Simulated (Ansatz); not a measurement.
## TlBi (model cell, started as rocksalt type): from the cell to its phonons

Task: relax TlBi (model cell, started as rocksalt type), then find its harmonic phonons.

Calculated with Ansatz 0.2.0; DFT PBEsol, scalar-relativistic, plane waves, norm-conserving pseudopotentials.

The structure was built from a prototype and need not be the compound's stable phase.

### 1. Starting point

Symmetry: Fm-3m, No. 225, cubic system. Conventional cell: a = 6.370 Å, b = 6.370 Å, c = 6.370 Å, α = 90.00°, β = 90.00°, γ = 90.00°. Nearest to Tl lie 6 Bi at 3.19 Å. Bi has 6 Tl at 3.19 Å nearest. Farther neighbours are not listed.

### 2. Relaxation

Harmonic phonons are second derivatives at a point where the forces vanish, and they are wanted at zero stress, so atoms and cell are relaxed first.

input.yaml reads:

```yaml
crystal:
  lattice:
    - [0.0, 3.185, 3.185]
    - [3.185, 0.0, 3.185]
    - [3.185, 3.185, 0.0]
  atoms:
    - { symbol: Tl, position: [0.0, 0.0, 0.0] }
    - { symbol: Bi, position: [0.5, 0.5, 0.5] }
kpoints:
  mp_grid: { grid: [10, 10, 10] }
hamiltonian:
  xc: pbesol
  pseudopotentials: { kind: nc }
scf:
  occupations: { method: gaussian, width: 0.1 }
output:
  forces: true
  stress: true
  eigenvalues: true
relax:
  adjacent_minimum: "off"
  f_tol: 0.005
  max_steps: 80
  cell: { stress_tol: 0.05 }
```

Launch:

```console
ansatz run input.yaml --threads 4 --pin off --max-ram 7168MiB --backend cpu --events-out ev --progress --plain --runs-dir out
```

Numbers of over 12 decimals in the logs are rounded to 6 here.

The log of the run:

```text
Engine: ansatz 0.2.0, aarch64-unknown-linux-gnu
Pseudopotentials: kind: nc
Pseudopotential: Tl, nc, valence charge 13, recommended cutoff 843.552974 eV (normal), Tl.nc.azcp (PseudoDojo's, or run here from an input of PseudoDojo's: the run reads no file of this project's for it)
Pseudopotential: Bi, nc, valence charge 15, recommended cutoff 897.975746 eV (normal), Bi.nc.azcp (PseudoDojo's, or run here from an input of PseudoDojo's: the run reads no file of this project's for it)
Functional definition: PBEsol
  exchange = pbesol_x
  correlation = pbesol_c
Crystal: 2 atoms, lattice volume = 64.619 Å³
Basis set: ecut = 897.975746 eV, 3839 PW (Γ), exchange–correlation on 90×90×90 points (8 copies of the dense FFT grid, shifted against one another)
Bands: 18, of which v1, the nominal top of the filled ones, is band 14 counted from 1 (13 counted from 0)
Symmetry: 48 space group operations
Space group: Fm-3m (ITA 225), of the structure as read, at distance tolerance 4.0e-5 Å
k-points: 47 of 1000
Non-local potential: Tl, projectors of the file, l = 0: 2, l = 1: 2, l = 2: 2
Non-local potential: Bi, projectors of the file, l = 0: 2, l = 1: 2, l = 2: 2, l = 3: 2
Initial density: superposition of atomic densities (chi_scale 0.1, normalization cell, long waves kept (reshape's long-wave potential 0.00 eV rms))
Initial wavefunctions: pseudopotential atomic-orbital guess
Functional: x = pbesol(κ = 0.804, μ = 0.123457), c = pbesol(β = 0.046)
SCF iter   1: F=—  HF=-3873.901611 eV  |F-HF|=—  |Δ(HF+E_count)|=         —  Δρ=1.77e-2  dr2=4.11e-1  ethr=3.10e-3  ⟨swp⟩=5.9  Hψ=4127  notcnv=0
preconditioner: auto → Kerker (q_TF=auto, 2.373 Å⁻¹)  [metal: Δε(μ)=0.078 eV  Ē_g=17.055 eV  σ=0.100 eV  W_gap=0.41  n_scr=14 (ndim 8)  ℏωp=24.4 eV  f_vac=0.000  D(μ)=1.59/eV (n_scr^D=14)]
SCF iter   2: F=—  HF=-3873.799762 eV  |F-HF|=—  |Δ(HF+E_count)|=   1.02e-1  Δρ=1.05e-2  dr2=1.52e-1  ethr=1.47e-3  ⟨swp⟩=2.0  Hψ=1323  notcnv=0
preconditioner: auto → none  [insulator: Δε(μ)=0.105 eV  Ē_g=17.174 eV  σ=0.100 eV  W_gap=0.53  n_scr=14 (ndim 8)  ℏωp=24.4 eV  f_vac=0.000  D(μ)=1.54/eV (n_scr^D=14)  ε∞_Penn≈3.0]
SCF iter   3: F=—  HF=-3873.745759 eV  |F-HF|=—  |Δ(HF+E_count)|=   5.40e-2  Δρ=1.31e-3  dr2=3.65e-4  ethr=5.43e-4  ⟨swp⟩=2.0  Hψ=1674  notcnv=0  defer=9
SCF iter   4: F=—  HF=-3873.745682 eV  |F-HF|=—  |Δ(HF+E_count)|=   7.70e-5  Δρ=2.64e-4  dr2=3.46e-5  ethr=1.30e-6  ⟨swp⟩=2.0  Hψ=1589  notcnv=0  defer=9
SCF iter   5: F=—  HF=-3873.745757 eV  |F-HF|=—  |Δ(HF+E_count)|=   7.46e-5  Δρ=4.39e-5  dr2=2.02e-6  ethr=1.24e-7  ⟨swp⟩=2.1  Hψ=1452  notcnv=0  defer=9
SCF iter   6: F=-3873.745756 eV  HF=-3873.745756 eV  |F-HF|=6.41e-8  |Δ(HF+E_count)|=   7.02e-7  Δρ=1.47e-5  dr2=8.58e-8  ethr=3.57e-10  ⟨swp⟩=7.5  Hψ=5327  notcnv=0
SCF 1 converged in 6 iterations: F = -3873.745756 eV  dr2 = 8.58e-8
relax step   1: F+E_penalty+E_count = -3873.74575630 eV  Δ(F+E_penalty+E_count) = +0.000e0 eV  max|allowed force component| = 1.285e-28 eV/Å  Δτ_max = 0.0000 Å  P = -1.296 GPa  Ω = 64.619 Å³  (6 SCF iters, dr2 threshold 1.00e-7 eV, accepted)
Crystal: 2 atoms, lattice volume = 62.182 Å³
Initial density: handed on by an earlier stage of this run
Initial wavefunctions: those handed on with the density
iter 1 solved again at ethr=7.95e-7 eV; its pass at ethr=3.10e-3 eV (dr2=2.23e-4 eV) is discarded
SCF iter   1: F=—  HF=-3873.753834 eV  |F-HF|=—  |Δ(HF+E_count)|=         —  Δρ=8.71e-4  dr2=4.60e-4  ethr=7.95e-7  ⟨swp⟩=3.0  Hψ=6149  notcnv=0
eigensolver tolerance schedule calibrated: the retry pair's looser diagonalisation under-reported the residual by θ = 0.52 (0.14/decade); ethr = c·dr2/N_el runs at the constant in force after the calibration composes with the one it found (an armed cap, an earlier calibration), c = 4.8e-2
preconditioner: auto → Kerker (q_TF=auto, 2.389 Å⁻¹)  [metal: Δε(μ)=0.045 eV  Ē_g=17.483 eV  σ=0.100 eV  W_gap=0.25  n_scr=14 (ndim 8)  ℏωp=24.9 eV  f_vac=0.000  D(μ)=1.66/eV (n_scr^D=14)]
SCF iter   2: F=—  HF=-3873.753717 eV  |F-HF|=—  |Δ(HF+E_count)|=   1.18e-4  Δρ=4.41e-4  dr2=1.21e-4  ethr=7.95e-7  ⟨swp⟩=2.4  Hψ=1335  notcnv=0
SCF iter   3: F=—  HF=-3873.753793 eV  |F-HF|=—  |Δ(HF+E_count)|=   7.67e-5  Δρ=1.04e-4  dr2=5.85e-6  ethr=2.10e-7  ⟨swp⟩=2.5  Hψ=1436  notcnv=0
SCF iter   4: F=—  HF=-3873.753796 eV  |F-HF|=—  |Δ(HF+E_count)|=   2.66e-6  Δρ=1.95e-5  dr2=3.92e-7  ethr=1.01e-8  ⟨swp⟩=2.1  Hψ=1127  notcnv=0
SCF iter   5: F=-3873.753796 eV  HF=-3873.753796 eV  |F-HF|=3.03e-9  |Δ(HF+E_count)|=   6.91e-8  Δρ=3.94e-6  dr2=7.47e-9  ethr=3.46e-10  ⟨swp⟩=6.9  Hψ=3941  notcnv=0
SCF 2 converged in 5 iterations: F = -3873.753796 eV  dr2 = 7.47e-9
relax step   2: F+E_penalty+E_count = -3873.75379596 eV  Δ(F+E_penalty+E_count) = -8.040e-3 eV  max|allowed force component| = 9.315e-29 eV/Å  Δτ_max = 0.0000 Å  P = +0.354 GPa  Ω = 62.182 Å³  energy of the carried Pulay correction = +3.856e-4 eV  (5 SCF iters, dr2 threshold 2.00e-7 eV, accepted)
Crystal: 2 atoms, lattice volume = 62.690 Å³
iter 1 solved again at ethr=3.20e-7 eV; its pass at ethr=3.10e-3 eV (dr2=8.95e-5 eV) is discarded
SCF iter   1: F=—  HF=-3873.754240 eV  |F-HF|=—  |Δ(HF+E_count)|=         —  Δρ=1.89e-4  dr2=2.21e-5  ethr=3.20e-7  ⟨swp⟩=3.6  Hψ=5576  notcnv=0
preconditioner: auto → Kerker (q_TF=auto, 2.385 Å⁻¹)  [metal: Δε(μ)=0.050 eV  Ē_g=17.464 eV  σ=0.100 eV  W_gap=0.28  n_scr=14 (ndim 8)  ℏωp=24.8 eV  f_vac=0.000  D(μ)=1.65/eV (n_scr^D=14)]
SCF iter   2: F=—  HF=-3873.754235 eV  |F-HF|=—  |Δ(HF+E_count)|=   5.16e-6  Δρ=9.50e-5  dr2=5.74e-6  ethr=7.90e-8  ⟨swp⟩=2.3  Hψ=1219  notcnv=0
SCF iter   3: F=—  HF=-3873.754234 eV  |F-HF|=—  |Δ(HF+E_count)|=   7.34e-7  Δρ=2.23e-5  dr2=2.68e-7  ethr=2.05e-8  ⟨swp⟩=2.9  Hψ=1664  notcnv=0
SCF iter   4: F=-3873.754235 eV  HF=-3873.754235 eV  |F-HF|=1.24e-9  |Δ(HF+E_count)|=   1.26e-7  Δρ=4.02e-6  dr2=1.88e-8  ethr=7.14e-10  ⟨swp⟩=6.9  Hψ=3852  notcnv=0
SCF 3 converged in 4 iterations: F = -3873.754235 eV  dr2 = 1.88e-8
relax step   3: F+E_penalty+E_count = -3873.75423455 eV  Δ(F+E_penalty+E_count) = -4.386e-4 eV  max|allowed force component| = 6.774e-29 eV/Å  Δτ_max = 0.0000 Å  P = -0.022 GPa  Ω = 62.690 Å³  energy of the carried Pulay correction = +3.041e-4 eV  (4 SCF iters, dr2 threshold 2.00e-7 eV, accepted)
Initial wavefunctions: pseudopotential atomic-orbital guess (no wavefunctions were taken with the density)
iter 1 solved again at ethr=4.29e-8 eV; its pass at ethr=3.10e-3 eV (dr2=1.20e-5 eV) is discarded
SCF iter   1: F=—  HF=-3873.753917 eV  |F-HF|=—  |Δ(HF+E_count)|=         —  Δρ=4.92e-5  dr2=1.11e-7  ethr=4.29e-8  ⟨swp⟩=5.0  Hψ=7633  notcnv=0
preconditioner: auto → Kerker (q_TF=auto, 2.385 Å⁻¹)  [metal: Δε(μ)=0.050 eV  Ē_g=17.461 eV  σ=0.100 eV  W_gap=0.28  n_scr=14 (ndim 8)  ℏωp=24.8 eV  f_vac=0.000  D(μ)=1.65/eV (n_scr^D=14)]
SCF iter   2: F=—  HF=-3873.754000 eV  |F-HF|=—  |Δ(HF+E_count)|=   8.31e-5  Δρ=2.56e-5  dr2=3.49e-8  ethr=3.96e-10  ⟨swp⟩=2.4  Hψ=1530  notcnv=0
SCF iter   3: F=—  HF=-3873.754000 eV  |F-HF|=—  |Δ(HF+E_count)|=   3.06e-8  Δρ=1.35e-6  dr2=1.79e-9  ethr=1.25e-10  ⟨swp⟩=2.1  Hψ=1500  notcnv=0
SCF iter   4: F=—  HF=-3873.754000 eV  |F-HF|=—  |Δ(HF+E_count)|=  4.15e-10  Δρ=6.61e-7  dr2=3.35e-10  ethr=6.41e-12  ⟨swp⟩=2.5  Hψ=1280  notcnv=0
SCF iter   5: F=-3873.754000 eV  HF=-3873.754000 eV  |F-HF|=7.28e-12  |Δ(HF+E_count)|=  1.15e-10  Δρ=1.86e-7  dr2=1.04e-11  ethr=1.00e-12  ⟨swp⟩=6.8  Hψ=5520  notcnv=0
SCF 4 converged in 5 iterations: F = -3873.754000 eV  dr2 = 1.04e-11
relax step   4: F+E_penalty+E_count = -3873.75400000 eV  Δ(F+E_penalty+E_count) = +2.346e-4 eV  max|allowed force component| = 5.936e-29 eV/Å  Δτ_max = 0.0000 Å  P = -0.033 GPa  Ω = 62.690 Å³  stress off target by 3.35e-2 GPa  SCF on the basis re-selected at this cell (its energy is not comparable with the rows above)  (5 SCF iters)
basis re-selected at this cell: Δ(F+E_penalty+E_count) = +2.346e-4 eV, ΔP = -0.011 GPa vs the last step (what re-selecting the basis moved, of the pressure what is left beyond the Pulay correction that the steps carried, after the strain that the cell walked since its last selection, with what the two solves' SCF thresholds leave and, on support functions, any second-order correction that the steps lacked; it is no m [...]
SCF converged after 5 iterations
Free energy (F): -3873.754000 eV
Harris-Foulkes:  -3873.754000 eV  (|F-HF|=7.28e-12)
Internal energy: -3873.745772 eV  (E = F + TS)
E sigma→0 (E₀):  -3873.749886 eV
Entropy (-TS):   -0.008228 eV (-4.114 meV/atom)
Fermi energy:    10.140469 eV
--- Per-component energies (eV) ---
  E_band       = -94.077280
  E_kinetic    = 1915.210339
  E_local      = -2202.329923  (includes V_loc(G=0)·N_el)
  E_nonlocal   = -702.125465
  E_hartree    = 758.386095
  E_xc         = -1095.157257
  E_vxc        = -621.604299  (∫ρ·V_xc dr)
  E_ewald      = -2547.729561
  E_smearing   = -0.008228  (= −TS)
  E_closure    = 0.000000  (closes the sum)
  Σ components = -3873.754000   (vs F -3873.754000, Δ=0.00e0)
--- Forces (eV/Å), atoms counted from 1 ---
  atom   1  Tl    -0.00000000     0.00000000    -0.00000000
  atom   2  Bi     0.00000000    -0.00000000    -0.00000000
  max |Σ_I F_I| component: 1.17e-28 eV/Å
--- Stress (GPa, compression-positive) ---
       -0.033490       0.000000       0.000000
        0.000000      -0.033490       0.000000
        0.000000       0.000000      -0.033490
  P = ⅓ Tr σ = -0.0335 GPa (-0.335 kbar)
--- Band table (eV; the first three rows and the last of 47) ---
  k-point 0: bands = [... 10 lower, -1.1254, 6.9739, 10.2038, 10.2038, 10.2038, 15.9480, 15.9480, 15.9480]
  k-point 1: bands = [... 10 lower, -1.1218, 6.4635, 10.2427, 10.2427, 10.5555, 15.2245, 15.5148, 15.5148]
  k-point 2: bands = [... 10 lower, -1.1103, 5.4045, 10.3609, 10.3609, 11.1203, 14.1405, 14.6516, 14.6516]
  k-point 46: bands = [... 10 lower, 0.6000, 4.2115, 6.5927, 7.2422, 11.1429, 14.0500, 15.8285, 17.5638]
--- Relaxed structure (3 steps of the walk, 3 accepted, 1 SCFs on fresh bases) ---
  F+E_penalty+E_count = -3873.75400000 eV   max|allowed force component| = 5.936e-29 eV/Å   (the final SCF, on the basis selected at the relaxed cell)
  cell:  # Å, volume = 62.6897 Å³
    - [0, 3.152986, 3.152986]
    - [3.152986, 0, 3.152986]
    - [3.152986, 3.152986, 0]
  atoms:
    - { symbol: Tl, position: [0, 0, 0] }
    - { symbol: Bi, position: [0.5, 0.5, 0.5] }
```

It took 7 s on 4 threads of Arm Neoverse V2, shared host; peak memory 0.49 GiB; 27 s of CPU time.

Step by step:

```tsv
step	energy less that of the first step (eV)	largest force component (eV/Å)	pressure (GPa)	volume (Å³)
1	0.0000	0.0000	-1.30	64.62
2	-0.0080	0.0000	0.35	62.18
3	-0.0085	0.0000	-0.02	62.69
4*	-0.0082	0.0000	-0.03	62.69
```

Relaxation steps marked * repeat the geometry before them on a plane-wave basis chosen anew for their cell, so energy and pressure can jump there.

The run keeps the 48 symmetry operations that it works with, so distortions that break them were not tested.

```tsv
conventional cell, symmetrised	before	after	change
a (Å)	6.370	6.306	-1.0 %
b (Å)	6.370	6.306	-1.0 %
c (Å)	6.370	6.306	-1.0 %
volume (Å³/atom)	32.31	31.34	-3.0 %
```

Final coordinates:

```xyz
2
Lattice="0.0000 3.1530 3.1530 3.1530 0.0000 3.1530 3.1530 3.1530 0.0000" Properties=species:S:1:pos:R:3 pbc="T T T"
Tl    0.0000    0.0000    0.0000
Bi    3.1530    3.1530    3.1530
```

This step gave:

```yaml
pressure: -0.03349 GPa
volume_per_atom: 31.34 Å³
gap_on_the_k_mesh: 0 eV
```

In this step the volume went from 32.31 to 31.34 Å³/atom.

### 3. Relaxing to small forces for the phonons

Phonons need a cell at rest on their own settings, so the relaxation is repeated with tight tolerances on forces and stress on the k mesh and occupations of the first response run.

input.yaml, the sections that differ from step 2:

```yaml
crystal:
  lattice:
    - [0.0, 3.1529859707, 3.1529859707]
    - [3.1529859707, 0.0, 3.1529859707]
    - [3.1529859707, 3.1529859707, 0.0]
  atoms:
    - { symbol: Tl, position: [0.0, 0.0, 0.0] }
    - { symbol: Bi, position: [0.5, 0.5, 0.5] }
kpoints:
  mp_grid: { grid: [12, 12, 12] }
scf:
  occupations: { method: methfessel_paxton, width: 0.15 }
relax:
  adjacent_minimum: "off"
  f_tol: 0.001
  max_steps: 60
  cell: { stress_tol: 0.01 }
# hamiltonian, output: as in step 2
```

The log of the run:

```text
[...]
Crystal: 2 atoms, lattice volume = 62.690 Å³
Basis set: ecut = 897.975746 eV, 3839 PW (Γ), exchange–correlation on 90×90×90 points (8 copies of the dense FFT grid, shifted against one another)
Bands: 18, of which v1, the nominal top of the filled ones, is band 14 counted from 1 (13 counted from 0)
Symmetry: 48 space group operations
[...]
k-points: 72 of 1728
[...]
k-point 71: bands = [... 10 lower, 0.6329, 4.1678, 6.9304, 6.9304, 11.9023, 13.3061, 16.7068, 16.7068]
--- Relaxed structure (3 steps of the walk, 3 accepted, 1 SCFs on fresh bases) ---
[...]
cell:  # Å, volume = 62.5350 Å³
    - [0, 3.150391, 3.150391]
    - [3.150391, 0, 3.150391]
    - [3.150391, 3.150391, 0]
  atoms:
    - { symbol: Tl, position: [0, 0, 0] }
    - { symbol: Bi, position: [0.5, 0.5, 0.5] }
[key lines of the parts left out:]
SCF converged after 6 iterations
Free energy (F): -3873.749482 eV
Fermi energy:    10.267395 eV
P = ⅓ Tr σ = -0.0013 GPa (-0.013 kbar)
```

The job ended after 10 s (4 threads; peak memory 0.53 GiB).

Little changed from the start: no atom moved by 0.005 Å and no cell edge by 0.1 %.

This step gave:

| Property | Result |
| --- | --- |
| pressure | -0.001277 GPa |
| volume per atom | 31.27 Å³ |

The forces vanish by symmetry and the pressure is -0.001 GPa, within the tolerances set. The cell now holds 31.27 Å³/atom.

### 4. Modes at Γ

The zone centre comes first: it holds the modes that light can see, as far as symmetry allows. No field response is asked, since the mesh shows no gap.

input.yaml, the sections that differ from step 3:

```yaml
crystal:
  lattice:
    - [0.0, 3.1503913009, 3.1503913009]
    - [3.1503913009, 0.0, 3.1503913009]
    - [3.1503913009, 3.1503913009, 0.0]
  atoms:
    - { symbol: Tl, position: [0.0, 0.0, 0.0] }
    - { symbol: Bi, position: [0.5, 0.5, 0.5] }
output:
  eigenvalues: true
phonons:
  method: dfpt
# kpoints, hamiltonian, scf: as in step 3
# relax: removed
```

The log of the run:

```text
[...]
Crystal: 2 atoms, lattice volume = 62.535 Å³
Basis set: ecut = 897.975746 eV, 3839 PW (Γ), exchange–correlation on 90×90×90 points (8 copies of the dense FFT grid, shifted against one another)
Bands: 18, of which v1, the nominal top of the filled ones, is band 14 counted from 1 (13 counted from 0)
Symmetry: 48 space group operations
k-points: 163 of 1728 (irreducible under 8 space group operations, time reversal used)
[...]
SCF iter   1: F=—  HF=-3873.895136 eV  |F-HF|=—  |Δ(HF+E_count)|=         —  Δρ=1.79e-2  dr2=3.87e-1  ethr=3.10e-3  ⟨swp⟩=5.5  Hψ=13855  notcnv=0
[...]
SCF iter  10: F=-3873.749482 eV  HF=-3873.749482 eV  |F-HF|=9.09e-13  |Δ(HF+E_count)|=  1.59e-11  S|Δr|=    0.00e0  Δρ=5.92e-8  dr2=1.27e-12  ethr=1.00e-12  ⟨swp⟩=7.5  Hψ=15307  notcnv=0
SCF 1 converged in 10 iterations: F = -3873.749482 eV  dr2 = 1.27e-12
DFPT response loops at Γ: preconditioner auto → Kerker (q_TF=auto, 2.386 Å⁻¹) (partly filled bands, converged f_vac=0.000); β = 1.00, the filter's whole step (`scf.mixing.beta` (0.50) is not read by the response loops under this deck's `scf.mixing.preconditioner`; to damp them name `kerker` or `kerker_dos`, under which they read `scf.mixing.beta`, and type it under 1.00, their step now; both keys bind the ground state too); Broyden in place of MSR1
SCF converged after 10 iterations
[...]
Free energy (F): -3873.749482 eV
[...]
Internal energy: -3873.746966 eV  (E = F + TS)
E sigma→0 (E₀):  -3873.748853 eV
Entropy (-TS):   -0.002515 eV (-1.258 meV/atom)
Fermi energy:    10.267395 eV
[...]
--- Band table (eV; the first three rows and the last of 163) ---
  k-point 0: bands = [... 10 lower, -1.1036, 7.0225, 10.2442, 10.2442, 10.2442, 15.9915, 15.9915, 15.9915]
  k-point 1: bands = [... 10 lower, -1.1011, 6.6514, 10.2713, 10.2713, 10.5050, 15.4474, 15.6773, 15.6773]
  k-point 2: bands = [... 10 lower, -1.0930, 5.8207, 10.3536, 10.3536, 10.9917, 14.5328, 14.9954, 14.9954]
  k-point 162: bands = [... 10 lower, 0.6329, 4.1678, 6.9304, 6.9304, 11.9023, 13.3061, 16.7068, 16.7068]
--- Phonons (Γ-DFPT): 2 representative perturbations + reference, on 163 of 1728 k-points (Σ response iterations 6) ---
  k mesh reduced under 8 symmetry operations, with k and −k counted as one. Each operation leaves every solved perturbation unchanged. A smaller set is not used because it would not reduce the number of displacements times k-points to solve
  ASR residual: 1.234e-4 → 0.000e0 eV/Å²; symmetrization residual: 4.638e-5 eV/Å²
  ASR residual per site (eV/Å²): 5.11e-5 1.23e-4
  Γ frequencies (cm⁻¹): 0.00 0.00 0.00 82.10 82.10 82.10
  non-analytic LO–TO correction: not included (Born effective charges unavailable; polar crystals: no LO–TO splitting at Γ)
```

It took 30 s on 4 threads; peak memory 1.8 GiB; 2 min of CPU time.

Reading the cycles: dr2 is the Hartree energy of the density residual (eV), the measure of convergence; HF is the Harris–Foulkes estimate of the energy, which meets the free energy F at convergence.

Numbers from this step:

```
sum-rule residual before enforcement                    : 1.23e-4 eV/Å²
point group                                             : m-3m
highest optical mode at the zone centre (no LO-TO term) : 82.1 cm⁻¹
lowest optical zone-centre mode                         : 82.1 cm⁻¹
```

Patterns of degenerate modes are one choice out of their space. The modes at Γ (shares of kinetic energy by element, %):

```tsv
mode	frequency (cm⁻¹)	symmetry	Tl %	Bi %
1	0.0	acoustic	49	51
2	0.0	acoustic	49	51
3	0.0	acoustic	49	51
4	82.1	T1u	51	49
5	82.1	T1u	51	49
6	82.1	T1u	51	49
```

Displacements in mode 4 (82.1 cm⁻¹), the largest set to 1:
```
Tl1  0.00  0.08  1.00
Bi2  0.00 -0.08 -0.98
```

Before it was imposed, the acoustic sum rule was missed by 1.2e-4 eV/Å². Small misses are needed for a sound result but don't prove that mesh and cutoff are converged. The lowest optical mode is real, 82.1 cm⁻¹.

[end of part 1 of 2]

[Logs are printed without paths, hosts, clocks, repeated set-up lines and the standing remarks that a program may print on its own settings, such as how far it seeks lower states.]

[Hosts, paths, dates, database ids (printed as entryN), source tags and the programs' standing remarks are cut or masked in the printed files.]
